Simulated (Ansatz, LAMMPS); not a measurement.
**A faulty run on liquid (Na,Li,Rb)(Br,I) at 900 K (66 atoms)**

Program: Ansatz 0.2.0. The cell: 7 Na, 11 Li, 15 Rb, 22 Br and 11 I.

input.yaml reads:

```yaml
crystal:
  lattice:
    - [14.0248, 0.0, 0.0]
    - [0.0, 14.0248, 0.0]
    - [0.0, 0.0, 14.0248]
  atoms:
    - { symbol: Na, position: [0.63382, 0.12182, 0.79542] }
    - { symbol: Na, position: [0.31694, 0.57605, 0.20787] }
    - { symbol: Na, position: [0.92353, 0.62906, 0.10605] }
    - { symbol: Na, position: [0.91087, 0.91221, 0.99953] }
    - { symbol: Na, position: [0.97044, 0.81143, 0.7266] }
    - { symbol: Na, position: [0.11142, 0.48042, 0.21238] }
    - { symbol: Na, position: [0.60289, 0.18518, 0.45292] }
    - { symbol: Li, position: [0.43162, 0.90803, 0.38357] }
    - { symbol: Li, position: [0.69378, 0.44209, 0.86001] }
    - { symbol: Li, position: [0.04752, 0.11563, 0.80966] }
    - { symbol: Li, position: [0.92892, 0.69037, 0.38999] }
    - { symbol: Li, position: [0.14992, 0.20814, 0.08186] }
    - { symbol: Li, position: [0.15129, 0.95938, 0.54644] }
    - { symbol: Li, position: [0.93858, 0.36052, 0.33567] }
    - { symbol: Li, position: [0.19076, 0.6717, 0.45608] }
    - { symbol: Li, position: [0.16002, 0.40346, 0.55258] }
    - { symbol: Li, position: [0.96778, 0.92925, 0.35364] }
    - { symbol: Li, position: [0.44283, 0.31651, 0.06254] }
    [... 42 atom lines left out ...]
    - { symbol: I, position: [0.14599, 0.23131, 0.67437] }
    - { symbol: I, position: [0.43732, 0.37091, 0.24547] }
    - { symbol: I, position: [0.12528, 0.68383, 0.10434] }
    - { symbol: I, position: [0.4707, 0.29536, 0.58725] }
    - { symbol: I, position: [0.22941, 0.40644, 0.04422] }
    - { symbol: I, position: [0.41866, 0.74682, 0.08883] }
kpoints:
  mp_grid: { grid: [1, 1, 1] }
hamiltonian:
  xc: lda+u
scf:
  occupations: { method: fixed }
  max_iter: 50
output:
  forces: true
```

On the command line:

```
$ ansatz run input.yaml --threads 4 --pin off --max-ram 8192MiB --backend cpu --events-out ev --progress --plain --runs-dir out
```

Output:

```text
Error: YAML parse error: error: line 76 column 7: hamiltonian.xc: unknown variant `lda+u`, expected one of `lda`, `lda-pw`, `pw92`, `pbe`, `pbesol`, `rpbe`, `revpbe`, `blyp`, `pbe0`, `revpbe0`, `b3lyp`, `b3lyp5`, `hse06`, `wpbeh`, `hiss`, `lc_wpbe`, `cam_b3lyp`, `hf`, `r2scan`, `r2scanh`, `r2scan0`, `r2scan50`, `mr2scan`
  --> <input>:76:7
   |
74 |   mp_grid: { grid: [1, 1, 1] }
75 | hamiltonian:
76 |   xc: lda+u
   |       ^ hamiltonian.xc: unknown variant `lda+u`, expected one of `lda`, `lda-pw`, `pw92`, `pbe`, `pbesol`, `rpbe`, `revpbe`, `blyp`, `pbe0`, `revpbe0`, `b3lyp`, `b3lyp5`, `hse06`, `wpbeh`, `hiss`, `lc_wpbe`, `cam_b3lyp`, `hf`, `r2scan`, `r2scanh`, `r2scan0`, `r2scan50`, `mr2scan`
77 | scf:
78 |   occupations: { method: fixed }
   |
```

Elapsed: 0.02 s, on 4 threads of Arm Neoverse V2, shared host; peak memory 0.021 GiB; 0.02 s of CPU time.

What is at fault here, and what would mend it?

An unknown functional: hamiltonian.xc = "lda+u".

The fix is to type the functional by a name that the program lists.

The program refused it before any cycle.

[Logs are printed without paths, hosts, clocks, repeated set-up lines and the standing remarks that a program may print on its own settings, such as how far it seeks lower states.]

[Hosts, paths, dates, database ids (printed as entryN), source tags and the programs' standing remarks are cut or masked in the printed files.]
